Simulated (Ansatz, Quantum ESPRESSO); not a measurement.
## LiH (Fm-3m): from Born charge to LO-TO splitting

Wanted: the LO mode of LiH (Fm-3m) from the TO mode and the field response.

Method: DFT PBE, scalar-relativistic, plane waves, GBRV ultrasoft pseudopotentials, in Quantum ESPRESSO 7.5.

The database entry behind the starting cell differs from later determinations by our own check (the deuteride, about 0.2 % short), so it need not match the best structure at ambient conditions.

### Step 1. The relaxed structure

Symmetry: Fm-3m, No. 225, cubic system. The conventional cell has a = 4.007 Å, b = 4.007 Å, c = 4.007 Å, α = 90.00°, β = 90.00°, γ = 90.00°. Li has 6 H at 2.00 Å nearest. Nearest to H lie 6 Li at 2.00 Å. Farther neighbours are not listed.

As a file:

```cif
data_structure
_symmetry_space_group_name_H-M 'P 1'
_symmetry_Int_Tables_number 1
_cell_length_a 2.8335
_cell_length_b 2.8335
_cell_length_c 2.8335
_cell_angle_alpha 60.000
_cell_angle_beta 60.000
_cell_angle_gamma 60.000
_cell_volume 16.09
loop_
_atom_site_label
_atom_site_type_symbol
_atom_site_fract_x
_atom_site_fract_y
_atom_site_fract_z
_atom_site_occupancy
Li1 Li 0.00000 0.00000 0.00000 1
H2 H 0.50000 0.50000 0.50000 1
```

This is the cell after its relaxation at this level of theory, not the database cell from which that began.

### Step 2. What the response run gave

A linear-response run on the relaxed cell, with the response to an electric field; only its zone-centre results are used. Cutoff 45 Ry, k mesh 8×8×8.

The log of the run:

```text
[banners, grids, parts of the stress and lines that vanish by symmetry left out]
Program PHONON v.7.5
     Reading xml data from directory:

[...]
Exchange-correlation= PBE
                           (   1   4   3   4   0   0   0)
[...]
(   8 q-points):
[...]
kinetic-energy cut-off    =      45.0000  Ry
     charge density cut-off    =     270.0000  Ry
     convergence threshold     =      1.0E-18
[...]
Exchange-correlation= PBE
                           (   1   4   3   4   0   0   0)
[...]
q = (   0.0000000   0.0000000   0.0000000 )
     49 Sym.Ops. (with q -> -q+G )
     G cutoff =  392.1819  (   8099 G-vectors)     FFT grid: ( 30, 30, 30)
     G cutoff =  261.4546  (   4477 G-vectors)  smooth grid: ( 24, 24, 24)
     number of k points=    29
[...]
Mode symmetry, O_h (m-3m)  point group:
[...]
Dielectric constant
[...]
End of electric fields calculation
          Dielectric constant in cartesian axis
          (       4.455986505       0.000000000       0.000000000 )
          (       0.000000000       4.455986505       0.000000000 )
          (       0.000000000       0.000000000       4.455986505 )
          Effective charges (d Force / dE) in cartesian axis without acoustic sum rule applied (asr)
           atom    1  Li    Mean Z*:        1.01950
      Ex  (        1.01950        0.00000       -0.00000 )
      Ey  (        0.00000        1.01950        0.00000 )
      Ez  (       -0.00000        0.00000        1.01950 )
           atom    2  H     Mean Z*:       -1.02737
      Ex  (       -1.02737       -0.00000        0.00000 )
      Ey  (       -0.00000       -1.02737        0.00000 )
      Ez  (       -0.00000       -0.00000       -1.02737 )
          Effective charges Sum: Mean:       -0.00787
[...]
Effective charges (d Force / dE) in cartesian axis with asr applied:
           atom    1  Li    Mean Z*:        1.02343
[...]
atom    2  H     Mean Z*:       -1.02343
[...]
Representation #   1 modes #   1   2   3
[...]
End of self-consistent calculation
     Convergence has been achieved
     Representation #   2 modes #   4   5   6
[...]
End of self-consistent calculation
     Convergence has been achieved
[...]
Dielectric constant in cartesian axis
          (       4.455986505       0.000000000       0.000000000 )
          (       0.000000000       4.455986505       0.000000000 )
          (       0.000000000       0.000000000       4.455986505 )
          Effective charges (d Force / dE) in cartesian axis without acoustic sum rule applied (asr)
[...]
Mode symmetry, C_s (m)     point group:
[...]
q = (    0.750000000  -0.250000000   0.750000000 )
[...]
Mode symmetry, C_s (m)     point group:
     freq (   1-   1) =        293.5  [cm-1]   --> A''
     freq (   2-   2) =        325.0  [cm-1]   --> A'
     freq (   3-   3) =        434.5  [cm-1]   --> A'
     freq (   4-   4) =        791.7  [cm-1]   --> A''
     freq (   5-   5) =        857.7  [cm-1]   --> A'
     freq (   6-   6) =       1020.7  [cm-1]   --> A'
[...]
Mode symmetry, C_2v (mm2)  point group:
[...]
q = (    0.500000000   0.000000000   0.500000000 )
[...]
Mode symmetry, C_2v (mm2)  point group:
     freq (   1-   1) =        259.3  [cm-1]   --> B_1  D_3  S_3
     freq (   2-   2) =        322.9  [cm-1]   --> B_2  D_4  S_4
     freq (   3-   3) =        430.9  [cm-1]   --> A_1  D_1  S_1
     freq (   4-   4) =        772.2  [cm-1]   --> B_1  D_3  S_3
     freq (   5-   5) =        828.8  [cm-1]   --> B_2  D_4  S_4
     freq (   6-   6) =       1035.5  [cm-1]   --> A_1  D_1  S_1
[...]
Mode symmetry, D_4h(4/mmm) point group:
[...]
Convergence has been achieved
[...]
Convergence has been achieved
[...]
Convergence has been achieved
[...]
Convergence has been achieved
[...]
q = (    0.000000000  -1.000000000   0.000000000 )
[...]
freq (    5) =      24.553996 [THz] =     819.033140 [cm-1]
     freq (    6) =      30.929706 [THz] =    1031.703934 [cm-1]
[...]
Mode symmetry, D_4h(4/mmm) point group:
     freq (   1-   2) =        313.6  [cm-1]   --> E_u  X_5' M_5'
     freq (   3-   3) =        413.6  [cm-1]   --> A_2u X_4' M_4'
     freq (   4-   5) =        819.0  [cm-1]   --> E_u  X_5' M_5'
     freq (   6-   6) =       1031.7  [cm-1]   --> A_2u X_4' M_4'
[...]
Mode symmetry, D_2d (-42m) point group:
[...]
Representation #   1 mode #   1
[...]
Convergence has been achieved
     Representation #   2 mode #   2
[...]
Convergence has been achieved
     Representation #   3 modes #   3   4
[...]
End of self-consistent calculation
     Convergence has been achieved
     Representation #   4 modes #   5   6
[...]
End of self-consistent calculation
     Convergence has been achieved
[...]
q = (   -0.500000000  -1.000000000   0.000000000 )
[...]
freq (    1) =      10.425451 [THz] =     347.755602 [cm-1]
     freq (    2) =      11.151997 [THz] =     371.990584 [cm-1]
     freq (    3) =      11.151997 [THz] =     371.990584 [cm-1]
     freq (    4) =      26.082434 [THz] =     870.016339 [cm-1]
     freq (    5) =      27.967760 [THz] =     932.904050 [cm-1]
     freq (    6) =      27.967760 [THz] =     932.904050 [cm-1]
[...]
Mode symmetry, D_2d (-42m) point group:
     freq (   1-   1) =        347.8  [cm-1]   --> B_2  X_3  W_2
     freq (   2-   3) =        372.0  [cm-1]   --> E    X_5  W_3
     freq (   4-   4) =        870.0  [cm-1]   --> A_1  X_1  W_1
     freq (   5-   6) =        932.9  [cm-1]   --> E    X_5  W_3

   JOB DONE.
```

```
                       quantity   value
             cell volume Ω (Å³)  16.087
                 mass of Li (u)   6.940
                  mass of H (u)   1.008
     Born charge of Li, raw (e)   1.020
      Born charge of H, raw (e)  -1.027
                             ε∞   4.456
ω(TO) after the sum rule (cm⁻¹)   583.8
```

### Step 3. The calculation

The charges must sum to zero over the cell; taking off their mean, -0.004 e, leaves Z* = 1.023 e on Li. In the polar mode Li moves against H, so the reduced mass is μ = 6.94 × 1.01 / 7.95 = 0.880 u.

A longitudinal wave builds up a field that adds to the restoring force: ω(LO)² = ω(TO)² + 4π Z*² / (μ Ω ε∞), in Hartree atomic units. With μ = 1604 electron masses and Ω = 108.56 bohr³ the second term is 1.6959e-05 Ha², or 816919 cm⁻² (1 Ha = 219474.6 cm⁻¹).

So ω(LO) = √(340869 + 816919) = 1076.0 cm⁻¹, and by the Lyddane-Sachs-Teller relation ε₀ = ε∞ (ω(LO)/ω(TO))² = 15.14.

### Step 4. Check against the program

The analysis program adds the same non-analytic term to the full matrix, here for q along (1 0 0).

The log of the run:

```text
[banner, memory and clock lines left out]
Program DYNMAT v.7.5

     Reading Dynamical Matrix from file x.dyn1
     ...Force constants read
     ...epsilon and Z* read

     Polarizability (A^3 units)
     multiply by 0.464685 for Clausius-Mossotti correction
         4.424161    0.000000    0.000000
         0.000000    4.424161    0.000000
         0.000000    0.000000    4.424161

     IR activities are in (D/A)^2/amu units

# mode   [cm-1]    [THz]      IR
    1     -0.00   -0.0000    0.0000
    2     -0.00   -0.0000    0.0000
    3      0.00    0.0000    0.0000
    4    583.84   17.5030   27.4553
    5    583.84   17.5030   27.4553
    6   1075.99   32.2574   27.4553
```

ε₀ comes from the program's run without a direction of q.

```
    quantity  by hand  program
ω(LO) (cm⁻¹)   1076.0   1076.0
          ε₀    15.14    15.13
```

### Step 5. What came out

- TO mode: 583.8 cm⁻¹
- LO mode: 1076 cm⁻¹
- static dielectric constant: 15.13

What this shows: The LO mode of LiH (Fm-3m) lies at 1076 cm⁻¹, 492 cm⁻¹ above the TO mode; the formula meets the program within 0.1 cm⁻¹, as it must for a cubic crystal with one polar mode. ω(LO)² − ω(TO)² goes with Z*²/ε∞: an error of 5 % in ε∞ would move the LO mode by 18.2 cm⁻¹, and semilocal functionals tend to overestimate ε∞. These are harmonic values at zero temperature, at the volume of this functional, for the structure held cubic; stability elsewhere in the zone is no part of this calculation.

[Host names and launcher messages were left out of these logs when they were recorded.]

[Logs are printed without paths, hosts, clocks, repeated set-up lines and the standing remarks that a program may print on its own settings, such as how far it seeks lower states.]

[Hosts, paths, dates, database ids (printed as entryN), source tags and the programs' standing remarks are cut or masked in the printed files.]
